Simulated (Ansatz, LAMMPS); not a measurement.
**Molecular dynamics of amorphous Zn20Hg10Se19S11 (60 atoms)**

Wanted: a short trajectory of amorphous Zn20Hg10Se19S11 (60 atoms) with its pair distributions.

Calculated with Ansatz 0.2.0; Kohn-Sham DFT, RPBE, PAW (set soft_2), plane waves.

### 1. The structure

The cell holds 60 atoms: 20 Zn, 10 Hg, 19 Se and 11 S. Its edges and angles: a = 11.236 Å, b = 11.236 Å, c = 11.236 Å, α = 90.0°, β = 90.0°, γ = 90.0°. 60 atoms (20 Zn, 10 Hg, 19 Se, 11 S) placed at random at 6.05 g/cm³, melted at 2500 K for 10 ps at fixed volume with the Stillinger-Weber II-VI potential (Zhou et al., Phys. Rev. B 88, 085309 (2013)). Quenched from 2500 K to 500 K at 100 K/ps and fixed volume, held 5 ps.

Before any run, some limits are plain. The quench rate of 100 K/ps far exceeds what a furnace or splat quench reaches, so expect more defects and frozen-in strain than in a real sample. The network of bonds at the start is that of the classical potential that made the cell, and needn't be the one that DFT or experiment would give. Only the Γ point is sampled, in a cell whose shortest periodic width is 11 Å. No spin–orbit coupling is included, so levels derived from the heavy atoms are approximate.

### 2. Dynamics started at 600 K

A Nosé–Hoover thermostat steers the temperature while disturbing the dynamics little. The time step is 2.0 fs.

The input, input.yaml:

```yaml
crystal:
  lattice:
    - [11.2355, 0.0, 0.0]
    - [0.0, 11.2355, 0.0]
    - [0.0, 0.0, 11.2355]
  atoms:
    - { symbol: Zn, position: [0.72126, 0.05379, 0.45352] }
    - { symbol: Zn, position: [0.99937, 0.64186, 0.57578] }
    - { symbol: Zn, position: [0.36126, 0.0055, 0.28133] }
    - { symbol: Zn, position: [0.46123, 0.94051, 0.49802] }
    [... 50 atom lines left out ...]
    - { symbol: S, position: [0.7158, 0.93152, 0.25058] }
    - { symbol: S, position: [0.85031, 0.62169, 0.22964] }
    - { symbol: S, position: [0.83064, 0.9195, 0.55902] }
    - { symbol: S, position: [0.6426, 0.64302, 0.08517] }
    - { symbol: S, position: [0.55839, 0.77831, 0.38988] }
    - { symbol: S, position: [0.46016, 0.2035, 0.25636] }
kpoints:
  mp_grid: { grid: [1, 1, 1] }
hamiltonian:
  xc: rpbe
scf:
  occupations: { method: gaussian, width: 0.05 }
output:
  forces: true
  stress: true
md:
  timestep: 2.0
  n_steps: 71
  ensemble: nvt_nose_hoover
  temperature: 600
  initial_velocities: maxwell_boltzmann
  seed: 6324
```

On the command line:

```
ansatz run input.yaml --threads 4 --pin off --max-ram 8192MiB --backend cpu --events-out ev --progress --plain --runs-dir out
```

The job ended after 22 min (4 threads of Arm Neoverse V1, shared host; peak memory 2.3 GiB; 83 min of CPU time).

The program notes that the SCF threshold is loose for the stress and it switched symmetry off.

The trajectory, sampled:

```csv
time (fs),T (K),potential (meV/atom),conserved (meV/atom)
0.0,600,0.0,0.00
10.0,612,-1.5,0.00
18.0,642,-5.4,-0.02
28.0,671,-9.2,-0.03
38.0,670,-9.5,-0.02
48.0,666,-9.5,-0.02
56.0,666,-10.1,-0.02
66.0,671,-11.8,-0.02
76.0,690,-15.4,-0.02
86.0,705,-19.0,-0.02
94.0,716,-22.1,-0.02
104.0,742,-28.0,-0.03
114.0,761,-33.6,-0.04
124.0,740,-34.7,-0.04
132.0,703,-33.0,-0.02
142.0,688,-34.5,-0.01
```

Mean square displacement from the first frame to the last: Zn 0.21 Å², Hg 0.13 Å², Se 0.18 Å², S 0.27 Å².

Table of mean square displacement by time lag:

```csv
time lag (fs),Hg (Å²),S (Å²),Se (Å²),Zn (Å²)
2.0,3.5e-5,2.3e-4,8.4e-5,9.9e-5
6.0,3.2e-4,0.00208,7.5e-4,8.9e-4
10.0,8.9e-4,0.00577,0.00206,0.00245
16.0,0.00230,0.0146,0.00520,0.00623
22.0,0.00438,0.0270,0.00962,0.0116
28.0,0.00714,0.0423,0.0152,0.0184
30.0,0.00821,0.0479,0.0173,0.0210
36.0,0.0118,0.0657,0.0241,0.0294
42.0,0.0161,0.0845,0.0316,0.0388
44.0,0.0177,0.0908,0.0342,0.0421
50.0,0.0227,0.109,0.0424,0.0524
56.0,0.0284,0.127,0.0509,0.0633
62.0,0.0345,0.144,0.0596,0.0744
66.0,0.0388,0.154,0.0654,0.0819
72.0,0.0457,0.167,0.0742,0.0931
```

Over the second half of 142 fs the temperature averages 720 K with swings of 26 K r.m.s. The conserved energy stays within 0.04 meV/atom. From first frame to last S has the largest mean square displacement, 0.27 Å² at the end; the farthest move is 0.88 Å. The mean temperature of 720 K lies well off the 600 K of the input, so the thermostat hasn't yet brought the run to equilibrium. The run spans 0.14 ps, too short for its means to be equilibrium values.

### 3. Structure statistics late in the run

The g(r) is a mean over the second half.

Density 6.05 g/cm³, 23.64 Å³ an atom.

Mean of 13 frames. g(r), total and by pair (bins of 0.2 Å):

```csv
r (Å),total,Zn-Zn,Zn-Se,Zn-S,Zn-Hg,Se-Se,Se-S
2.10,0.16,0.00,0.00,1.10,0.00,0.21,0.00
2.30,1.55,0.00,2.55,7.80,0.24,0.09,0.00
2.50,2.08,0.00,4.97,5.75,0.39,0.11,0.16
2.70,0.94,0.00,1.34,0.68,0.21,0.07,0.24
2.90,0.60,0.10,0.80,0.19,0.05,0.17,0.00
3.10,0.66,1.13,0.16,0.44,0.95,0.43,0.00
3.30,0.73,1.31,0.13,0.15,1.13,0.93,0.24
3.50,0.88,1.38,0.43,0.34,0.70,1.41,0.88
3.70,1.15,1.15,0.34,0.30,1.50,1.86,2.03
3.90,1.40,1.69,0.75,0.93,1.02,2.08,3.18
4.10,1.42,2.46,1.05,1.12,1.37,1.97,1.56
4.30,1.43,1.73,1.29,1.44,2.08,1.74,0.78
4.50,0.97,1.19,0.90,0.81,1.58,1.40,0.69
4.70,0.96,0.79,0.86,1.20,1.55,1.53,0.87
4.90,0.91,0.42,1.08,0.66,1.46,0.83,0.80
5.10,0.73,0.57,1.02,0.90,1.08,0.32,0.67
5.30,0.79,0.64,0.88,1.11,0.56,0.61,0.86
5.50,0.91,0.78,1.24,0.85,0.43,0.65,0.65
```

### 4. Single point at the last frame

The last frame is solved once more, with the analyses that the dynamics left out.

The input, input.yaml:

```yaml
crystal:
  lattice:
    - [11.2355, 0.0, 0.0]
    - [0.0, 11.2355, 0.0]
    - [0.0, 0.0, 11.2355]
  atoms:
    - { symbol: Zn, position: [0.73652, 0.02971, 0.44362] }
    - { symbol: Zn, position: [0.97578, 0.62719, 0.5404] }
    - { symbol: Zn, position: [0.38503, 0.01492, 0.26026] }
    - { symbol: Zn, position: [0.44409, 0.89829, 0.53659] }
    [... 50 atom lines left out ...]
    - { symbol: S, position: [0.73232, 0.93894, 0.25437] }
    - { symbol: S, position: [0.914, 0.61015, 0.27323] }
    - { symbol: S, position: [0.81874, 0.9076, 0.58424] }
    - { symbol: S, position: [0.63465, 0.67098, 0.10184] }
    - { symbol: S, position: [0.54479, 0.7525, 0.41528] }
    - { symbol: S, position: [0.46963, 0.21438, 0.23128] }
kpoints:
  mp_grid: { grid: [1, 1, 1] }
hamiltonian:
  xc: rpbe
scf:
  occupations: { method: gaussian, width: 0.05 }
output:
  forces: true
  stress: true
  populations: true
  dos:
    method: { smearing: { sigma: 0.1 } }
    de: 0.1
    projected: { site_lists: { Hg: [Hg], S: [S], Se: [Se], Zn: [Zn] } }
  eigenvalues: true
  write_density: true
  write_potential: true
  volumetric_format: npy
```

Wall time 46 s (4 threads); peak memory 2.2 GiB.

Numbers from this run:

| Item | Value |
| --- | --- |
| free energy | -318769.1345 eV |
| free energy per atom | -5312.8189 eV/atom |
| SCF cycles | 13 |
| pressure | 4.051 GPa |
| r.m.s. force component | 0.6679 eV/Å |
| longest force | 3.632 eV/Å |
| Fermi energy | 7.943 eV |
| gap (highest filled to lowest empty level) | 0.2588 eV |
| spilling of the projection | 0.007409 |

Length of the force by element:

```csv
element,coordination,atoms,mean length of the force (eV/Å),spread,least,most
Hg,all,10,0.856,0.540,0.276,1.94
S,all,11,0.937,0.569,0.281,2.25
Se,all,19,1.10,0.932,0.215,3.63
Zn,all,20,0.810,0.461,0.121,1.98
```

States in the cell by windows of 1 eV, zero at the Fermi level; the larger projections on atomic orbitals stand beside the total:

```csv
from (eV),to (eV),total,Zn d,Se p,Hg d,S p,Zn s,Se s
-18,-16,0.0,0.0,0.0,0.0,0.0,0.0,0.0
-16,-15,2.0,0.0,0.2,0.0,0.0,0.1,1.7
-15,-14,2.0,0.0,0.0,0.0,0.0,0.2,0.6
-14,-13,25.4,0.5,0.2,0.3,0.1,2.4,10.9
-13,-12,27.3,0.7,0.3,0.4,0.2,0.9,18.3
-12,-11,3.3,0.1,0.2,0.0,0.0,0.1,1.8
-11,-9,0.0,0.0,0.0,0.0,0.0,0.0,0.0
-9,-8,2.2,0.3,0.1,1.6,0.1,0.0,0.0
-8,-7,177.0,137.0,5.0,27.2,5.0,1.3,0.3
-7,-6,118.0,51.8,2.7,60.2,1.0,0.7,0.7
-6,-5,30.8,3.2,7.0,5.9,6.0,4.2,0.6
-5,-4,26.7,1.8,8.9,1.2,7.1,3.2,0.7
-4,-3,31.5,1.3,14.5,0.9,10.3,1.4,0.4
-3,-2,38.6,1.4,20.4,0.8,12.4,0.7,0.3
-2,-1,36.5,1.0,21.9,0.7,9.2,0.8,0.3
-1,0,18.8,0.3,11.4,0.3,4.6,0.4,0.2
0,1,11.7,0.1,4.6,0.1,1.7,0.9,0.2
1,2,18.0,0.1,4.2,0.1,1.9,4.6,0.4
2,3,22.0,0.1,3.6,0.0,1.9,6.3,0.3
3,4,24.3,0.1,2.8,0.0,1.2,4.5,0.2
4,5,28.3,0.0,1.5,0.0,0.7,2.2,0.1
```

The stored curve holds about 540 of the 810 electrons; the rest, give or take the few that broadening carries across the Fermi level, lie in deeper levels below its range.

The levels nearest the highest filled one (over half full), pooled over k-points and spins:

```csv
level less the highest filled one (eV),occupation
-0.590,2
-0.525,2
-0.407,2
-0.273,2
-0.0189,2
0,2
0.259,0
0.289,0
0.462,0
0.939,0
1.07,0
1.13,0
```

Within 0.4 eV of the Fermi level the largest share is Se p (52 % of the projected weight).

### 5. Outcome

```
mean temperature, second half                                : 719.6 K
temperature swing, second half                               : 25.95 K
mean pressure, second half                                   : 4.665 GPa
slope of the conserved energy against time, by least squares : -0.1501 meV/atom/ps
free energy per atom                                         : -5312.8189 eV/atom
pressure                                                     : 4.051 GPa
r.m.s. force component                                       : 0.6679 eV/Å
gap (highest filled to lowest empty level)             : 0.2588 eV
wall time of the 2 DFT runs                                  : 23 min
```

Over the second half of 142 fs the temperature averages 720 K with swings of 26 K r.m.s. The conserved energy stays within 0.04 meV/atom. The mean temperature of 720 K lies well off the 600 K of the input, so the thermostat hasn't yet brought the run to equilibrium. The run spans 0.14 ps, too short for its means to be equilibrium values. Between filled and empty levels lie 0.259 eV (at Γ alone); a semilocal functional tends to put such gaps too low. In a disordered cell it changes from sample to sample, and tail or defect levels can set it.

Caveats: The pressure of 4.1 GPa is that of one thermal frame at a volume set beforehand, without the kinetic term.

[Logs are printed without paths, hosts, clocks, repeated set-up lines and the standing remarks that a program may print on its own settings, such as how far it seeks lower states.]

[Hosts, paths, dates, database ids (printed as entryN), source tags and the programs' standing remarks are cut or masked in the printed files.]
